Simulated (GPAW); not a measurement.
## NbSi2As4 monolayer: work function by functional and basis

Aim: the work function of both faces of NbSi2As4 monolayer, and its spread over functionals and bases.

Method: GPAW, PAW setups; layer in a repeated cell with vacuum, relaxation of atoms and in-plane cell, in the first sound run; inputs show where later runs differ, in GPAW 26.7.0.

## Step 1: Starting point

The cell holds 7 atoms: 4 As, 2 Si and 1 Nb. Its edges and angles: a = 3.630 Å, b = 3.630 Å, c = 25.214 Å, α = 90.0°, β = 90.0°, γ = 120.0°. Vacuum lies along c.

## Step 2: Relaxation

Forces are removed first; all later runs use this geometry.

Contents of run.py:

```python
import json
import numpy as np
from ase import Atoms
from ase.filters import FrechetCellFilter
from ase.optimize import BFGS
from gpaw import GPAW, PW

slab = Atoms(
    ['As', 'Si', 'As', 'Nb', 'As', 'Si', 'As'],
    positions=[
        [0.00000, 0.00000, 8.00000],
        [-0.00000, 2.09578, 8.76197],
        [-0.00000, 2.09578, 10.99197],
        [0.00000, 0.00000, 12.60722],
        [-0.00000, 2.09578, 14.22246],
        [-0.00000, 2.09578, 16.45246],
        [0.00000, 0.00000, 17.21443]],
    cell=[[3.63, 0.0, 0.0], [-1.815, 3.14367, 0.0], [0.0, 0.0, 25.2144]],
    pbc=[True, True, True],
    magmoms=[0.0, 0.0, 0.0, 1.0, 0.0, 0.0, 0.0])

slab.calc = GPAW(mode=PW(600), xc='PBE', kpts={'size': (9, 9, 1), 'gamma': True},
                 occupations={'name': 'fermi-dirac', 'width': 0.05}, nbands='200%',
                 convergence={'density': 1e-05}, maxiter=200,
                 symmetry={'tolerance': 1e-3}, txt='slab.txt')
result = {}
# The in-plane cell is free; stress needs a cell that repeats along all three vectors
path = []
opt = BFGS(FrechetCellFilter(slab, mask=[1, 1, 0, 0, 0, 1]), maxstep=0.2)
opt.attach(lambda: path.append((slab.get_potential_energy(), slab.positions.tolist(), slab.get_forces().tolist())))
result['relaxed'] = bool(opt.run(fmax=0.02, steps=45))
result['path'] = path
result['cell'] = slab.cell.tolist()
print('in-plane lattice', slab.cell.cellpar().round(4)[[0, 1, 5]])
energy = slab.get_potential_energy()
fermi = slab.calc.get_fermi_level()
v = slab.calc.get_electrostatic_potential().mean((0, 1)) - fermi
n = slab.calc.get_pseudo_density().mean((0, 1))
L = slab.cell[2, 2]
z = np.arange(len(v)) * L / len(v)
low, high = slab.positions[:, 2].min(), slab.positions[:, 2].max()
below, above = np.interp([low - 5.8, high + 5.8], z, v)
slopes = [np.interp(x, z, np.gradient(v, z)) for x in (low - 5.8, high + 5.8)]
eps = np.array([[slab.calc.get_eigenvalues(k, s) for k in range(len(slab.calc.get_ibz_k_points()))]
                for s in range(slab.calc.get_number_of_spins())]) - fermi
top, bottom = eps[eps < 0].max(), eps[eps > 0].min()
dipole = slab.get_dipole_moment()[2]
print(f'energy {energy:.4f} eV, Fermi level {fermi:.4f} eV, dipole {dipole:.5f} e A')
print(f'potential 5.8 A off the faces, from the Fermi level: lower {below:.4f} eV, upper {above:.4f} eV')
print(f'slope of the potential there: lower {slopes[0]:.5f}, upper {slopes[1]:.5f} eV/A')
print(f'nearest levels on the mesh: {top:.4f} and {bottom:.4f} eV')
print('magnetic moment', round(slab.get_magnetic_moment(), 3))
result.update(energy=energy, fermi=fermi, dipole=dipole, below=below, above=above, slopes=slopes, edges=[top, bottom],
              z=z.tolist(), v=v.tolist(), n=n.tolist(), positions=slab.positions.tolist(),
              forces=slab.get_forces(apply_constraint=False).tolist(), moments=slab.get_magnetic_moments().tolist())
json.dump(result, open('result.json', 'w'))
```

On the command line:

```console
$ OMP_NUM_THREADS=1 OPENBLAS_NUM_THREADS=1 python run.py
```

The log of the run:

```text
Step          Energy          fmax
BFGS:    0      -39.399754        3.388013
BFGS:    1      -39.925993        2.837396
BFGS:    2      -40.797753        0.945854
BFGS:    3      -40.826613        0.603743
BFGS:    4      -40.862444        0.495650
BFGS:    5      -40.918390        0.567365
BFGS:    6      -40.953307        0.395317
BFGS:    7      -40.965533        0.176084
BFGS:    8      -40.968734        0.166749
BFGS:    9      -40.971090        0.171533
BFGS:   10      -40.973838        0.165420
BFGS:   11      -40.977429        0.197967
BFGS:   12      -40.981344        0.181578
BFGS:   13      -40.983877        0.124307
BFGS:   14      -40.984702        0.044163
BFGS:   15      -40.984839        0.006592
in-plane lattice [  3.6805   3.6805 120.    ]
energy -40.9713 eV, Fermi level 0.6261 eV, dipole 0.00053 e A
potential 5.8 A off the faces, from the Fermi level: lower 5.0015 eV, upper 5.0000 eV
slope of the potential there: lower 0.00037, upper 0.00045 eV/A
nearest levels on the mesh: -0.0273 and 0.0357 eV
magnetic moment 0.0
```

It took 58 min on 1 thread of Arm Neoverse V1, shared host; peak memory 0.77 GiB.

Numbers from this step:

* dipole along the normal: 5.29e-4 e·Å
* levels nearest the Fermi level on the mesh: -0.02726, 0.03569 eV from the Fermi level
* sum of the site moments: 0 μB

The electrostatic potential energy of an electron (without an applied field's), less the Fermi level, planar mean oscillates, so the rows of the table below give means over windows of 1.75 Å about each position, cut where the curve ends. Its maxima inside the range that stand out by 2 % of the span (Å: eV): 8.2: -9.40, 9.9: 2.23, 11.7: -5.05, 13.5: -5.05, 15.3: 2.22, 17.0: -9.40. Its minima: 7.6: -14.1, 8.7: -11.0, 11.1: -12.3, 12.6: -16.2, 14.1: -12.3, 16.5: -11.0, 17.6: -14.1.

Table of electrostatic potential energy of an electron (without an applied field's), less the Fermi level, planar mean by z; means over each step:

z (Å), electrostatic potential energy of an electron (without an applied field's), less the Fermi level, planar mean (eV) and a bar from the least value:
```
     0.88        5.0 ##############################
     2.62        5.0 ##############################
     4.38        5.0 ##############################
     6.12        3.4 ###########################
     7.88      -10.4 
     9.62       -1.5 #################
    11.38       -8.1 ####
    13.12      -10.3 
    14.88       -3.0 ##############
    16.62       -8.5 ####
    18.38       -2.5 ###############
    20.12        4.9 ##############################
    21.88        5.0 ##############################
    23.62        5.0 ##############################
```

The pseudo valence density, planar mean oscillates, so the rows of the table below give means over windows of 1 Å about each position, cut where the curve ends. Its maxima inside the range that stand out by 2 % of the span (Å: e/Å³): 7.2: 0.256, 8.1: 0.384, 10.7: 0.244, 12.6: 1.04, 14.5: 0.244, 17.2: 0.384, 18.0: 0.256. Its minima: 7.5: 0.178, 9.8: 0.125, 11.0: 0.165, 14.2: 0.165, 15.4: 0.125, 17.7: 0.178.

Table of pseudo valence density, planar mean by z; means over each step:

```csv
z (Å),"pseudo valence density, planar mean (e/Å³)"
3,6.0e-6
4,1.1e-4
5,0.00181
6,0.0292
7,0.189
8,0.305
9,0.190
10,0.153
11,0.232
12,0.541
13,0.676
14,0.258
15,0.175
16,0.164
17,0.315
18,0.209
19,0.0514
20,0.00332
21,1.9e-4
22,1.1e-5
```

The relaxation lowered the energy of the cell by 1.59 eV (energies extrapolated to zero smearing; the optimiser's log prints free energies). The largest force left on a free atom is 0.0066 eV/Å.

## Step 3: Plane waves, PBE

The work function is the vacuum plateau of the electrostatic potential less the Fermi level; a dipole layer lets the two faces have plateaus of their own.

This step: GPAW, PAW setups; slab in vacuum (GPAW 26.7.0).

The cell differs from the one that the last finished run ended in (c 25.214 → 26.034 Å).

Changes to run.py since step 2:

```diff
@@ -3,4 +3,2 @@
 from ase import Atoms
-from ase.filters import FrechetCellFilter
-from ase.optimize import BFGS
 from gpaw import GPAW, PW
@@ -11,25 +9,18 @@
         [0.00000, 0.00000, 8.00000],
-        [-0.00000, 2.09578, 8.76197],
-        [-0.00000, 2.09578, 10.99197],
-        [0.00000, 0.00000, 12.60722],
-        [-0.00000, 2.09578, 14.22246],
-        [-0.00000, 2.09578, 16.45246],
-        [0.00000, 0.00000, 17.21443]],
-    cell=[[3.63, 0.0, 0.0], [-1.815, 3.14367, 0.0], [0.0, 0.0, 25.2144]],
-    pbc=[True, True, True],
+        [-0.00000, 2.12493, 9.09961],
+        [-0.00000, 2.12493, 11.47725],
+        [0.00000, 0.00000, 13.01694],
+        [-0.00000, 2.12493, 14.55662],
+        [-0.00000, 2.12493, 16.93426],
+        [0.00000, -0.00000, 18.03387]],
+    cell=[[3.6805, -0.0, 0.0], [-1.84025, 3.1874, 0.0], [0.0, 0.0, 26.0339]],
+    pbc=[True, True, False],
     magmoms=[0.0, 0.0, 0.0, 1.0, 0.0, 0.0, 0.0])
 
-slab.calc = GPAW(mode=PW(600), xc='PBE', kpts={'size': (9, 9, 1), 'gamma': True},
+slab.calc = GPAW(mode=PW(400), xc='PBE', kpts={'size': (9, 9, 1), 'gamma': True},
                  occupations={'name': 'fermi-dirac', 'width': 0.05}, nbands='200%',
                  convergence={'density': 1e-05}, maxiter=200,
+                 poissonsolver={'dipolelayer': 'xy'},
                  symmetry={'tolerance': 1e-3}, txt='slab.txt')
 result = {}
-# The in-plane cell is free; stress needs a cell that repeats along all three vectors
-path = []
-opt = BFGS(FrechetCellFilter(slab, mask=[1, 1, 0, 0, 0, 1]), maxstep=0.2)
-opt.attach(lambda: path.append((slab.get_potential_energy(), slab.positions.tolist(), slab.get_forces().tolist())))
-result['relaxed'] = bool(opt.run(fmax=0.02, steps=45))
-result['path'] = path
-result['cell'] = slab.cell.tolist()
-print('in-plane lattice', slab.cell.cellpar().round(4)[[0, 1, 5]])
 energy = slab.get_potential_energy()
```

The log of the run:

```text
energy -40.9541 eV, Fermi level 0.4491 eV, dipole -0.00075 e A
potential 5.8 A off the faces, from the Fermi level: lower 4.9960 eV, upper 5.0053 eV
slope of the potential there: lower -0.00006, upper 0.00006 eV/A
nearest levels on the mesh: -0.0272 and 0.0357 eV
magnetic moment 0.0
```

It took 4 min on 1 thread; peak memory 0.35 GiB.

Numbers from this step:

| Item | Value |
| --- | --- |
| dipole along the normal | -7.45e-4 e·Å |
| levels nearest the Fermi level on the mesh | -0.02719, 0.03572 eV from the Fermi level |
| upper work function | 5.005 eV |
| lower work function | 4.996 eV |

The electrostatic potential energy of an electron (without an applied field's), less the Fermi level, planar mean oscillates, so the rows of the table below give means over windows of 1 Å about each position, cut where the curve ends. Its maxima inside the range that stand out by 2 % of the span (Å: eV): 8.6: -9.40, 10.3: 2.23, 12.2: -5.02, 13.8: -5.02, 15.7: 2.23, 17.4: -9.40. Its minima: 8.0: -14.1, 9.1: -11.1, 11.5: -12.3, 13.0: -16.2, 14.6: -12.2, 17.0: -11.0, 18.0: -14.0.

The electrostatic potential energy of an electron (without an applied field's), less the Fermi level, planar mean by z; means over each step:

z (Å), electrostatic potential energy of an electron (without an applied field's), less the Fermi level, planar mean (eV) and a bar from the least value:
```
        0        5.0 ##############################
        1        5.0 ##############################
        2        5.0 ##############################
        3        5.0 ##############################
        4        5.0 ##############################
        5        5.0 ##############################
        6        4.8 ##############################
        7        1.7 ########################
        8      -11.1 ###
        9       -9.6 ######
       10        0.1 ######################
       11       -4.9 ##############
       12       -7.7 #########
       13      -13.1 
       14       -7.6 #########
       15       -5.3 #############
       16        0.3 ######################
       17       -9.4 ######
       18      -11.2 ###
       19        1.3 ########################
       20        4.8 ##############################
       21        5.0 ##############################
       22        5.0 ##############################
       23        5.0 ##############################
       24        5.0 ##############################
       25        5.0 ##############################
```

The pseudo valence density, planar mean by z:

z (Å), pseudo valence density, planar mean (e/Å³) and a bar:
```
      4.5      0.000 
      5.0      0.000 
      5.5      0.002 
      6.0      0.007 
      6.5      0.028 #
      7.0      0.104 ###
      7.5      0.249 #######
      8.0      0.200 ######
      8.5      0.379 ###########
      9.0      0.253 ########
      9.5      0.174 #####
     10.0      0.130 ####
     10.5      0.147 ####
     11.0      0.240 #######
     11.5      0.181 #####
     12.0      0.356 ###########
     12.5      0.505 ###############
     13.0      0.999 ##############################
     13.5      0.544 ################
     14.0      0.361 ###########
     14.5      0.193 ######
     15.0      0.245 #######
     15.5      0.152 #####
     16.0      0.129 ####
     16.5      0.171 #####
     17.0      0.243 #######
     17.5      0.386 ############
     18.0      0.207 ######
     18.5      0.247 #######
     19.0      0.112 ###
     19.5      0.031 #
     20.0      0.007 
     20.5      0.002 
     21.0      0.000 
     21.5      0.000 
     22.0      0.000
```

The potential is flat to 6.4e-5 eV/Å where it is read, so the vacuum is wide enough.

## Step 4: Self-consistent run: xc = "LDA"

The same geometry under LDA, to see how far the functional moves the levels against the vacuum.

Changes to run.py since step 3:

```diff
@@ -19,3 +19,3 @@
 
-slab.calc = GPAW(mode=PW(400), xc='PBE', kpts={'size': (9, 9, 1), 'gamma': True},
+slab.calc = GPAW(mode=PW(400), xc='LDA', kpts={'size': (9, 9, 1), 'gamma': True},
                  occupations={'name': 'fermi-dirac', 'width': 0.05}, nbands='200%',
```

The log of the run:

```text
energy -45.7321 eV, Fermi level 0.1730 eV, dipole -0.00075 e A
potential 5.8 A off the faces, from the Fermi level: lower 5.2590 eV, upper 5.2683 eV
slope of the potential there: lower -0.00006, upper 0.00006 eV/A
nearest levels on the mesh: -0.0269 and 0.0373 eV
magnetic moment -0.0
```

Wall time 2.6 min (1 thread); peak memory 0.33 GiB.

This step gave:

```yaml
dipole_along_the_normal: -7.52e-4 e·Å
levels_nearest_the_fermi_level_on_the_mesh: -0.02695, 0.03732 eV from the Fermi level
upper_work_function: 5.268 eV
lower_work_function: 5.259 eV
```

The electrostatic potential energy of an electron (without an applied field's), less the Fermi level, planar mean oscillates, so the rows of the table below give means over windows of 1 Å about each position, cut where the curve ends. Its maxima inside the range that stand out by 2 % of the span (Å: eV): 8.6: -9.12, 10.3: 2.50, 12.2: -4.71, 13.8: -4.71, 15.7: 2.50, 17.4: -9.12. Its minima: 8.0: -13.8, 9.1: -10.8, 11.5: -11.9, 13.0: -15.9, 14.6: -11.9, 17.0: -10.8, 18.0: -13.8.

Table of electrostatic potential energy of an electron (without an applied field's), less the Fermi level, planar mean by z; means over each step:

```csv
z (Å),"electrostatic potential energy of an electron (without an applied field's), less the Fermi level, planar mean (eV)"
0,5.26
1,5.26
2,5.26
3,5.26
4,5.26
5,5.25
6,5.05
7,1.93
8,-10.8
9,-9.29
10,0.345
11,-4.55
12,-7.37
13,-12.8
14,-7.27
15,-5.01
16,0.575
17,-9.12
18,-10.9
19,1.61
20,5.04
21,5.26
22,5.27
23,5.27
24,5.27
25,5.27
```

The pseudo valence density, planar mean oscillates, so the rows of the table below give means over windows of 1 Å about each position, cut where the curve ends. Its maxima inside the range that stand out by 2 % of the span (Å: e/Å³): 7.5: 0.250, 8.5: 0.388, 11.0: 0.247, 12.9: 0.998, 15.0: 0.247, 17.5: 0.388, 18.5: 0.250. Its minima: 7.9: 0.180, 10.2: 0.124, 11.5: 0.164, 14.6: 0.165, 15.8: 0.124, 18.1: 0.180.

The pseudo valence density, planar mean by z; means over each step:

z (Å), pseudo valence density, planar mean (e/Å³) and a bar:
```
        4      0.000 
        5      0.001 
        6      0.010 
        7      0.117 ####
        8      0.258 ##########
        9      0.266 ##########
       10      0.142 #####
       11      0.201 ########
       12      0.341 #############
       13      0.803 ##############################
       14      0.356 #############
       15      0.203 ########
       16      0.141 #####
       17      0.259 ##########
       18      0.262 ##########
       19      0.124 #####
       20      0.011 
       21      0.001 
       22      0.000
```

Force by atom:

```csv
atom,x (eV/Å),y (eV/Å),z (eV/Å),size
As1,0.000,0.000,0.356,0.356
Si2,0.000,0.000,-0.023,0.023
As3,0.000,0.000,0.281,0.281
Nb4,0.000,0.000,0.000,0.000
As5,0.000,0.000,-0.281,0.281
Si6,0.000,0.000,0.023,0.023
As7,0.000,0.000,-0.356,0.356
```

The upper face's work function is 5.268 eV, against 5.005 eV in the first plane-wave PBE run at this geometry.

## Step 5: Self-consistent run: xc = "RPBE"

The same geometry under RPBE, to see how far the functional moves the levels against the vacuum.

Changes to run.py since step 4:

```diff
@@ -19,3 +19,3 @@
 
-slab.calc = GPAW(mode=PW(400), xc='LDA', kpts={'size': (9, 9, 1), 'gamma': True},
+slab.calc = GPAW(mode=PW(400), xc='RPBE', kpts={'size': (9, 9, 1), 'gamma': True},
                  occupations={'name': 'fermi-dirac', 'width': 0.05}, nbands='200%',
```

The log of the run:

```text
energy -38.5106 eV, Fermi level 0.5665 eV, dipole -0.00074 e A
potential 5.8 A off the faces, from the Fermi level: lower 4.8830 eV, upper 4.8922 eV
slope of the potential there: lower -0.00007, upper 0.00006 eV/A
nearest levels on the mesh: -0.0088 and 0.0261 eV
magnetic moment 0.306
```

It took 3.4 min on 1 thread; peak memory 0.35 GiB.

This step gave:

```yaml
dipole_along_the_normal: -7.43e-4 e·Å
levels_nearest_the_fermi_level_on_the_mesh: -0.008771, 0.02609 eV from the Fermi level
upper_work_function: 4.892 eV
lower_work_function: 4.883 eV
site_moments: 0.001492, 0.004538, -0.003363, 0.1821, -0.003363, 0.004538, 0.001492 μB
sum_of_the_site_moments: 0.1875 μB
```

The electrostatic potential energy of an electron (without an applied field's), less the Fermi level, planar mean oscillates, so the rows of the table below give means over windows of 1 Å about each position, cut where the curve ends. Its maxima inside the range that stand out by 2 % of the span (Å: eV): 8.6: -9.53, 10.3: 2.10, 12.2: -5.14, 13.8: -5.13, 15.7: 2.11, 17.4: -9.52. Its minima: 8.0: -14.2, 9.1: -11.2, 11.5: -12.4, 13.0: -16.3, 14.6: -12.4, 17.0: -11.2, 18.0: -14.2.

Electrostatic potential energy of an electron (without an applied field's), less the Fermi level, planar mean against z; means over each step:

z (Å), electrostatic potential energy of an electron (without an applied field's), less the Fermi level, planar mean (eV) and a bar from the least value:
```
        0        4.9 ##############################
        1        4.9 ##############################
        2        4.9 ##############################
        3        4.9 ##############################
        4        4.9 ##############################
        5        4.9 ##############################
        6        4.7 ##############################
        7        1.5 ########################
        8      -11.2 ###
        9       -9.7 ######
       10        0.0 ######################
       11       -5.0 ##############
       12       -7.8 #########
       13      -13.2 
       14       -7.7 #########
       15       -5.5 #############
       16        0.2 ######################
       17       -9.5 ######
       18      -11.3 ###
       19        1.2 ########################
       20        4.7 ##############################
       21        4.9 ##############################
       22        4.9 ##############################
       23        4.9 ##############################
       24        4.9 ##############################
       25        4.9 ##############################
```

The upper face's work function is 4.892 eV, against 5.005 eV in the first plane-wave PBE run at this geometry.

## Step 6: OptPBE vdW: xc = "optPBE-vdW"

The same geometry under optPBE-vdW, to see how far the functional moves the levels against the vacuum (the van der Waals functionals take revPBE setups).

Changes to run.py since step 5:

```diff
@@ -19,3 +19,3 @@
 
-slab.calc = GPAW(mode=PW(400), xc='RPBE', kpts={'size': (9, 9, 1), 'gamma': True},
+slab.calc = GPAW(mode=PW(400), xc='optPBE-vdW', kpts={'size': (9, 9, 1), 'gamma': True},
                  occupations={'name': 'fermi-dirac', 'width': 0.05}, nbands='200%',
```

The log of the run:

```text
energy -111.1990 eV, Fermi level 0.3487 eV, dipole -0.00074 e A
potential 5.8 A off the faces, from the Fermi level: lower 5.1978 eV, upper 5.2071 eV
slope of the potential there: lower -0.00007, upper 0.00007 eV/A
nearest levels on the mesh: -0.0316 and 0.0421 eV
magnetic moment 0.001
```

Wall time 3.9 min (1 thread); peak memory 0.56 GiB.

This step gave:

* dipole along the normal: -7.44e-4 e·Å
* levels nearest the Fermi level on the mesh: -0.03160, 0.04208 eV from the Fermi level
* upper work function: 5.207 eV
* lower work function: 5.198 eV
* sum of the site moments: 0 μB

The upper face's work function is 5.207 eV, against 5.005 eV in the first plane-wave PBE run at this geometry.

(Continued in part 2 of 2.)

[Logs are printed without paths, hosts, clocks, repeated set-up lines and the standing remarks that a program may print on its own settings, such as how far it seeks lower states.]

[Hosts, paths, dates, database ids (printed as entryN), source tags and the programs' standing remarks are cut or masked in the printed files.]
